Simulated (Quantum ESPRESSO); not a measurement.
# Cobalt: which magnetic order is lowest, part 2 of 2

Does Cobalt prefer parallel or opposed moments, or none?

Quantum ESPRESSO 7.5; LDA; plane waves with GBRV 1.5 LDA potentials, no spin-orbit coupling.

So far, absolute magnetization (μB): step 2 (start 1: ferro ++) 3.56; step 3 (antiferromagnetic, Kohn–Sham states 24, start moments [2.0 …) 1.82.

## Step 6: Ranking

An order is kept where moments of 0.15 μB or more survive with the typed signs; meshes match where a doubled cell samples the same k points as the first cell.

Orders:

```
                     start        final state  typed order kept  energy over the lowest (meV a seeded atom)  largest site moment (μB)  net moment (μB a cell of the first run)  mesh matched  CPU time (s)
                  ferro ++      ferromagnetic               yes                                           0                     1.715                                    3.318           yes         27.44
              antiferro +-  antiferromagnetic               yes                                       204.7                     0.894                                        0           yes         38.47
antiferro q=(0,1/2,0) +-+-  antiferromagnetic               yes                                       180.8                     1.134                                 0.001111           yes         186.2
      no spin polarisation       non-magnetic                 -                                       210.2                         0                                        0           yes         12.92
```

## Step 7: The lowest state again, with its states saved

Input file pw.in:

```
&CONTROL
  calculation = 'scf'
  prefix = 'pwscf'
  outdir = './tmp'
  pseudo_dir = './pseudo'
  disk_io = 'low'
/
&SYSTEM
  ibrav = 0
  celldm(1) = 8
  nat = 2
  ntyp = 1
  ecutwfc = 40
  ecutrho = 280
  nbnd = 30
  occupations = 'smearing'
  smearing = 'fd'
  degauss = 0.00734986
  nspin = 2
  starting_magnetization(1) = 0.1176
/
&ELECTRONS
  conv_thr = 4d-09
  electron_maxstep = 150
  mixing_beta = 0.3
/
ATOMIC_SPECIES
Co     58.9332 co_lda_v1.2.uspp.F.UPF
CELL_PARAMETERS alat
   0.5922874106108    0.0000000000000    0.0000000000000
  -0.2961437053054    0.5129359439191    0.0000000000000
   0.0000000000000    0.0000000000000    0.9613745443268
ATOMIC_POSITIONS crystal
Co      0.3333333333    0.6666666667    0.2500000000
Co      0.6666666667    0.3333333333    0.7500000000
K_POINTS automatic
12 12 6 0 0 0
```

Launch:

```sh
> OMP_NUM_THREADS=1 mpirun -n 4 pw.x -nk 4 -in pw.in > pw.out
```

Log:

```text
     [... lines left out ...]
Program PWSCF v.7.5 starts
     [... lines left out ...]
     number of atoms/cell      =            2
     [... lines left out ...]
     number of electrons       =        34.00
     number of Kohn-Sham states=           30
     kinetic-energy cutoff     =      40.0000  Ry
     charge density cutoff     =     280.0000  Ry
     scf convergence threshold =      4.0E-09
     [... lines left out ...]
     24 Sym. Ops., with inversion, found (12 have fractional translation)
     [... lines left out ...]
     number of k points=    76  Fermi-Dirac smearing, width (Ry)=  0.0073
     [... lines left out ...]
     iteration # 12     ecut=    40.00 Ry     beta= 0.30
     [... lines left out ...]
     Magnetic moment per site  (integrated on atomic sphere of radius R)
     atom   1 (R=0.243)  charge= 15.6187  magn=  1.7154
     atom   2 (R=0.243)  charge= 15.6187  magn=  1.7154
     [... lines left out ...]
     the Fermi energy is    17.5662 ev
!    total energy              =    -596.67633626 Ry
     estimated scf accuracy    <          1.2E-10 Ry
     smearing contrib. (-TS)   =      -0.00480879 Ry
     [... lines left out ...]
     total magnetization       =     3.32 Bohr mag/cell
     absolute magnetization    =     3.56 Bohr mag/cell
     convergence has been achieved in  12 iterations
```

Elapsed: 7.7 s, on 4 MPI ranks of Arm Neoverse V2, shared host; peak memory 0.27 GiB; 31 s of CPU time.

Numbers from this step:

```
smearing term TS       : 0.06543 eV
magnetization          : 3.318 μB
absolute magnetization : 3.562 μB
final state            : ferromagnetic
largest moment         : 1.715 μB
```

## Step 8: Löwdin moments

projwfc.x projects the saved states on orthogonalised atomic orbitals of the pseudopotential files.

Log:

```text
[banner, memory and clock lines left out]
Program PROJWFC v.7.5 starts

     [... lines left out ...]
     IMPORTANT: XC functional enforced from input :
     Exchange-correlation= PZ
                           (   1   1   0   0   0   0   0)
     Any further DFT definition will be discarded
     Please, verify this is what you really want

     G-vector sticks info

     Check: negative core charge=   -0.000055

     Gaussian broadening (read from input): ngauss,degauss=   0    0.010000

     Calling projwave ....

  Problem Sizes
  natomwfc =           26
  nbnd     =           30
  nkstot   =          152
  npwx     =          660
  nkb      =           36

     Atomic states used for projection
     (read from pseudopotential files):

     state #   1: atom   1 (Co ), wfc  1 (l=0 m= 1)
     state #   2: atom   1 (Co ), wfc  2 (l=1 m= 1)
     state #   3: atom   1 (Co ), wfc  2 (l=1 m= 2)
     state #   4: atom   1 (Co ), wfc  2 (l=1 m= 3)
     state #   5: atom   1 (Co ), wfc  3 (l=2 m= 1)
     state #   6: atom   1 (Co ), wfc  3 (l=2 m= 2)
     state #   7: atom   1 (Co ), wfc  3 (l=2 m= 3)
     state #   8: atom   1 (Co ), wfc  3 (l=2 m= 4)
     state #   9: atom   1 (Co ), wfc  3 (l=2 m= 5)
     state #  10: atom   1 (Co ), wfc  4 (l=0 m= 1)
     state #  11: atom   1 (Co ), wfc  5 (l=1 m= 1)
     state #  12: atom   1 (Co ), wfc  5 (l=1 m= 2)
     state #  13: atom   1 (Co ), wfc  5 (l=1 m= 3)
     state #  14: atom   2 (Co ), wfc  1 (l=0 m= 1)
     state #  15: atom   2 (Co ), wfc  2 (l=1 m= 1)
     state #  16: atom   2 (Co ), wfc  2 (l=1 m= 2)
     state #  17: atom   2 (Co ), wfc  2 (l=1 m= 3)
     state #  18: atom   2 (Co ), wfc  3 (l=2 m= 1)
     state #  19: atom   2 (Co ), wfc  3 (l=2 m= 2)
     state #  20: atom   2 (Co ), wfc  3 (l=2 m= 3)
     state #  21: atom   2 (Co ), wfc  3 (l=2 m= 4)
     state #  22: atom   2 (Co ), wfc  3 (l=2 m= 5)
     state #  23: atom   2 (Co ), wfc  4 (l=0 m= 1)
     state #  24: atom   2 (Co ), wfc  5 (l=1 m= 1)
     state #  25: atom   2 (Co ), wfc  5 (l=1 m= 2)
     state #  26: atom   2 (Co ), wfc  5 (l=1 m= 3)

 [... projections of the bands left out ...]

Lowdin Charges:

     Atom #   1: total charge =  16.9809, s =  2.3628, p =  7.0925, d =  7.5256,
                 spin up      =   9.3240, s =  1.1732,
                 spin up      =   9.3240, p =  3.5045, pz=  1.1680, px=  1.1683, py=  1.1683,
                 spin up      =   9.3240, d =  4.6462, dz2=  0.9212, dxz=  0.9350, dyz=  0.9350, dx2-y2=  0.9275, dxy=  0.9275,
                 spin down    =   7.6569, s =  1.1895,
                 spin down    =   7.6569, p =  3.5880, pz=  1.1981, px=  1.1949, py=  1.1949,
                 spin down    =   7.6569, d =  2.8794, dz2=  0.5797, dxz=  0.5719, dyz=  0.5719, dx2-y2=  0.5779, dxy=  0.5779,
                 polarization =   1.6670, s = -0.0163, p = -0.0835, d =  1.7668,
     Atom #   2: total charge =  16.9809, s =  2.3628, p =  7.0925, d =  7.5256,
                 spin up      =   9.3240, s =  1.1732,
                 spin up      =   9.3240, p =  3.5045, pz=  1.1680, px=  1.1683, py=  1.1683,
                 spin up      =   9.3240, d =  4.6462, dz2=  0.9212, dxz=  0.9350, dyz=  0.9350, dx2-y2=  0.9275, dxy=  0.9275,
                 spin down    =   7.6569, s =  1.1895,
                 spin down    =   7.6569, p =  3.5880, pz=  1.1981, px=  1.1949, py=  1.1949,
                 spin down    =   7.6569, d =  2.8794, dz2=  0.5797, dxz=  0.5719, dyz=  0.5719, dx2-y2=  0.5779, dxy=  0.5779,
                 polarization =   1.6670, s = -0.0163, p = -0.0835, d =  1.7668,
     Spilling Parameter:   0.0011
```

The job ended after 1.3 s (4 MPI ranks; peak memory 0.05 GiB).

```csv
atom,moment in the sphere (μB),Löwdin moment (μB),Löwdin charge (e)
Co1,1.715,1.667,16.981
Co2,1.715,1.667,16.981
```

## Step 9: Outcome

| Item | Value |
| --- | --- |
| lowest state found | ferromagnetic (from ferro ++) |
| largest site moment | 1.72 μB |
| next state with moments | antiferromagnetic, 181 meV a seeded atom higher |
| state without moments | 210 meV a seeded atom higher |

**Reading.** The smearing terms TS of the orders run from 33 to 86 meV a seeded atom, so the differences would change at a smaller width: an order with a larger TS is lowered more by the smearing. The largest moment reads 1.72 μB in the sphere and 1.67 μB by Löwdin projection; a site moment hangs on how space is shared out. Only these 4 starts were compared; other wavevectors, canted and longer-period orders were not. Energies are free energies at an electronic temperature of 1160 K, which lowers moments and differences where the moments are itinerant.

[Logs and program files are shortened in this print: banners, set-up blocks, solver, clock and traceback lines can be left out without a mark of their own.]

[Logs are printed without paths, hosts, clocks, repeated set-up lines and the standing remarks that a program may print on its own settings, such as how far it seeks lower states.]

[Hosts, paths, dates, database ids (printed as entryN), source tags and the programs' standing remarks are cut or masked in the printed files.]

[Where a cell is said to come from a database of computed structures, the database is the Materials Project.]
